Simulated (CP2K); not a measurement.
The C K edge of 4-fluoropyridine was computed by TDDFT (CP2K XAS_TDP, aug-cc-pVDZ, TDA) at these levels: PBEh(45%), PBEh(45%) + GW2X and PBEh(60%). The first three lines of C2 (bonded to 2 C and F) with a strength over 0.0015, energy in eV and strength:

```
run           first          second           third
  1  283.42 (0.063)  286.42 (0.047)  288.72 (0.002)
  2  289.29 (0.062)  292.30 (0.046)  294.60 (0.002)
  3  287.29 (0.072)  290.43 (0.061)  294.44 (0.003)
```

Question: Which run is which?

Run 1: PBEh(45%) (45 % exact exchange). Run 2: PBEh(45%) + GW2X (45 % exact exchange). Run 3: PBEh(60%) (60 % exact exchange). Self-interaction lifts the core level, so the uncorrected lines rise with the share of exact exchange. The GW2X run keeps the spacings of its parent: 3.01 eV between the first two lines in run 2, 3.00 eV in run 1. Its shift is +5.87 eV, since the Kohn–Sham level at this share of exchange lies that far above the quasiparticle level.

[Banner, clock and machine lines of the logs are left out without a mark of their own.]

[Logs are printed without paths, hosts, clocks, repeated set-up lines and the standing remarks that a program may print on its own settings, such as how far it seeks lower states.]

[Hosts, paths, dates, database ids (printed as entryN), source tags and the programs' standing remarks are cut or masked in the printed files.]
